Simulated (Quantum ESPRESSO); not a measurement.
# AlN (F-43m): from Born charge to LO-TO splitting

How high does the longitudinal optical mode of AlN (F-43m) lie, given the transverse one, the Born charge and ε∞?

Method: DFT LDA, scalar-relativistic, plane waves, PseudoDojo norm-conserving pseudopotentials, in Quantum ESPRESSO 8.0 development, patched.

### Step 1. The relaxed structure

Symmetry: F-43m, No. 216, cubic system. The conventional cell has a = 4.333 Å, b = 4.333 Å, c = 4.333 Å, α = 90.00°, β = 90.00°, γ = 90.00°. Nearest to Al lie 4 N at 1.88 Å. N has 4 Al at 1.88 Å nearest. Farther neighbours and most contacts between anions are not listed.

As a file:

```xyz
2
Lattice="-2.1665 0.0000 2.1665 0.0000 2.1665 2.1665 -2.1665 2.1665 0.0000" Properties=species:S:1:pos:R:3 pbc="T T T"
Al    0.0000    0.0000    0.0000
N    -3.2498    3.2498    3.2498
```

This is the cell after its relaxation at this level of theory, not the database cell from which that began.

### Step 2. What the response run gave

A linear-response run on the relaxed cell, with the response to an electric field; only its zone-centre results are used. Cutoff 84 Ry, k mesh 8×8×8.

The program printed:

```text
[banners, grids, parts of the stress and lines that vanish by symmetry left out]
Program PHONON v.8.0dev
     Dynamical matrices for q-points given in input
     (   1q-points):
[...]
Exchange-correlation= PW
                           (   1   4   0   0   0   0   0)
[...]
kinetic-energy cut-off    =      84.0000  Ry
     charge density cut-off    =     336.0000  Ry
     convergence threshold     =      1.0E-18
[...]
Exchange-correlation= PW
                           (   1   4   0   0   0   0   0)
[...]
q = (   0.0000000   0.0000000   0.0000000 )
     25 Sym.Ops. (with q -> -q+G )
     G cutoff =  570.6307  (  14211 G-vectors)     FFT grid: ( 36, 36, 36)
     number of k points=    29
[...]
Mode symmetry, T_d (-43m)  point group:
[...]
Dielectric constant
[...]
End of electric fields calculation
          Dielectric constant in cartesian axis
          (       4.503799573      -0.000000000      -0.000000000 )
          (      -0.000000000       4.503799573      -0.000000000 )
          (       0.000000000       0.000000000       4.503799573 )
          Effective charges (d Force / dE) in cartesian axis without acoustic sum rule applied (asr)
           atom    1  Al    Mean Z*:        2.52806
      Ex  (        2.52806        0.00000        0.00000 )
      Ey  (        0.00000        2.52806       -0.00000 )
      Ez  (        0.00000       -0.00000        2.52806 )
           atom    2  N     Mean Z*:       -2.53189
      Ex  (       -2.53189       -0.00000       -0.00000 )
      Ey  (       -0.00000       -2.53189       -0.00000 )
      Ez  (       -0.00000       -0.00000       -2.53189 )
          Effective charges Sum: Mean:       -0.00384
[...]
Effective charges (d Force / dE) in cartesian axis with asr applied:
           atom    1  Al    Mean Z*:        2.52998
[...]
atom    2  N     Mean Z*:       -2.52998
[...]
Dielectric constant from finite-differences
          (       4.503548096       0.000000000      -0.000000000 )
          (       0.000000000       4.503548096       0.000000000 )
          (      -0.000000000       0.000000000       4.503548096 )
[...]
(      -0.000000000      -0.000000000       0.000000000 )
          (      -0.000000000      -0.000000000      -0.453933127 )
          (       0.000000000      -0.453933127       0.000000000 )
          (      -0.000000000      -0.000000000      -0.453933127 )
          (      -0.000000000      -0.000000000      -0.000000000 )
          (      -0.453933127      -0.000000000       0.000000000 )
          (       0.000000000      -0.453933127       0.000000000 )
          (      -0.453933127      -0.000000000      -0.000000000 )
[...]
(      -0.000000000       0.000000000      -0.000000000 )
          (       0.495686422       0.000000000       0.000000000 )
          (      -0.000000000       0.495686422       0.000000000 )
          (       0.495686422      -0.000000000      -0.000000000 )
          (      -0.000000000      -0.000000000       0.000000000 )
[...]
Representation #   1 modes #   1   2   3
[...]
End of self-consistent calculation
     Convergence has been achieved
     Representation #   2 modes #   4   5   6
[...]
End of self-consistent calculation
     Convergence has been achieved
[...]
Dielectric constant in cartesian axis
          (       4.503799573      -0.000000000      -0.000000000 )
          (      -0.000000000       4.503799573      -0.000000000 )
          (       0.000000000       0.000000000       4.503799573 )
          Effective charges (d Force / dE) in cartesian axis without acoustic sum rule applied (asr)
           atom    1  Al    Mean Z*:        2.52806
      Ex  (        2.52806        0.00000        0.00000 )
      Ey  (        0.00000        2.52806       -0.00000 )
      Ez  (        0.00000       -0.00000        2.52806 )
           atom    2  N     Mean Z*:       -2.53189
      Ex  (       -2.53189       -0.00000       -0.00000 )
      Ey  (       -0.00000       -2.53189       -0.00000 )
      Ez  (       -0.00000       -0.00000       -2.53189 )
          Effective charges Sum: Mean:       -0.00384
[...]
Effective charges (d Force / dE) in cartesian axis with asr applied:
           atom    1  Al    Mean Z*:        2.52998
[...]
atom    2  N     Mean Z*:       -2.52998
[...]
q = (    0.000000000   0.000000000   0.000000000 )
[...]
freq (    1) =      -0.057213 [THz] =      -1.908434 [cm-1]
     freq (    2) =      -0.057213 [THz] =      -1.908434 [cm-1]
     freq (    3) =      -0.057213 [THz] =      -1.908434 [cm-1]
     freq (    4) =      20.070939 [THz] =     669.494477 [cm-1]
     freq (    5) =      20.070939 [THz] =     669.494477 [cm-1]
     freq (    6) =      20.070939 [THz] =     669.494477 [cm-1]
[...]
Mode symmetry, T_d (-43m)  point group:
     freq (   1-   3) =         -1.9  [cm-1]   --> T_2  G_15 P_4   I+R
     freq (   4-   6) =        669.5  [cm-1]   --> T_2  G_15 P_4   I+R

   JOB DONE.
```

```csv
quantity,value
cell volume Ω (Å³),20.338
mass of Al (u),26.982
mass of N (u),14.007
"Born charge of Al, raw (e)",2.528
"Born charge of N, raw (e)",-2.532
ε∞,4.504
ω(TO) after the sum rule (cm⁻¹),669.5
```

### Step 3. The calculation

The charges must sum to zero over the cell; taking off their mean, -0.002 e, leaves Z* = 2.530 e on Al. In the polar mode Al moves against N, so the reduced mass is μ = 26.98 × 14.01 / 40.99 = 9.220 u.

A longitudinal wave builds up a field that adds to the restoring force: ω(LO)² = ω(TO)² + 4π Z*² / (μ Ω ε∞), in Hartree atomic units. With μ = 16808 electron masses and Ω = 137.25 bohr³ the second term is 7.7421e-06 Ha², or 372930 cm⁻² (1 Ha = 219474.6 cm⁻¹).

So ω(LO) = √(448230 + 372930) = 906.2 cm⁻¹, and by the Lyddane-Sachs-Teller relation ε₀ = ε∞ (ω(LO)/ω(TO))² = 8.25.

### Step 4. Check against the program

The analysis program adds the same non-analytic term to the full matrix, here for q along (1 0 0).

The program printed:

```text
[banner, memory and clock lines left out]
Program DYNMAT v.8.0dev

     Reading Dynamical Matrix from file g.dyn
     ...Force constants read
     ...epsilon and Z* read
     ...Raman cross sections read

     Polarizability (A^3 units)
     multiply by 0.461269 for Clausius-Mossotti correction (not under assume_isolated = 'mt')
         5.670694   -0.000000    0.000000
        -0.000000    5.670694    0.000000
        -0.000000   -0.000000    5.670694

     IR activities are in (D/A)^2/amu units
     Raman activities are in A^4/amu units
     multiply Raman by 0.045271 for Clausius-Mossotti correction (not under assume_isolated = 'mt')

# mode   [cm-1]    [THz]      IR          Raman   depol.fact
    1      0.00    0.0000    0.0000         0.0000    0.7500
    2      0.00    0.0000    0.0000         0.0000    0.7500
    3      0.00    0.0000    0.0000         0.0000    0.7500
    4    669.50   20.0711   16.0159         5.2349    0.7500
    5    669.50   20.0711   16.0159         5.2349    0.7500
    6    906.18   27.1664   16.0159         5.2349    0.7500
```

ε₀ comes from the program's run without a direction of q.

```csv
quantity,by hand,program
ω(LO) (cm⁻¹),906.2,906.2
ε₀,8.25,8.25
```

### Step 5. What came out

```json
{"TO mode": "669.5 cm⁻¹", "LO mode": "906.2 cm⁻¹", "static dielectric constant": "8.251"}
```

**Reading.** The LO mode of AlN (F-43m) lies at 906 cm⁻¹, 237 cm⁻¹ above the TO mode; the formula meets the program within 0.1 cm⁻¹, as it must for a cubic crystal with one polar mode. ω(LO)² − ω(TO)² goes with Z*²/ε∞: an error of 5 % in ε∞ would move the LO mode by 9.9 cm⁻¹, and semilocal functionals tend to overestimate ε∞. These are harmonic values at zero temperature, at the volume of this functional, for the structure held cubic; stability elsewhere in the zone is no part of this calculation.

[Host names and launcher messages were left out of these logs when they were recorded.]

[Logs are printed without paths, hosts, clocks, repeated set-up lines and the standing remarks that a program may print on its own settings, such as how far it seeks lower states.]

[Hosts, paths, dates, database ids (printed as entryN), source tags and the programs' standing remarks are cut or masked in the printed files.]
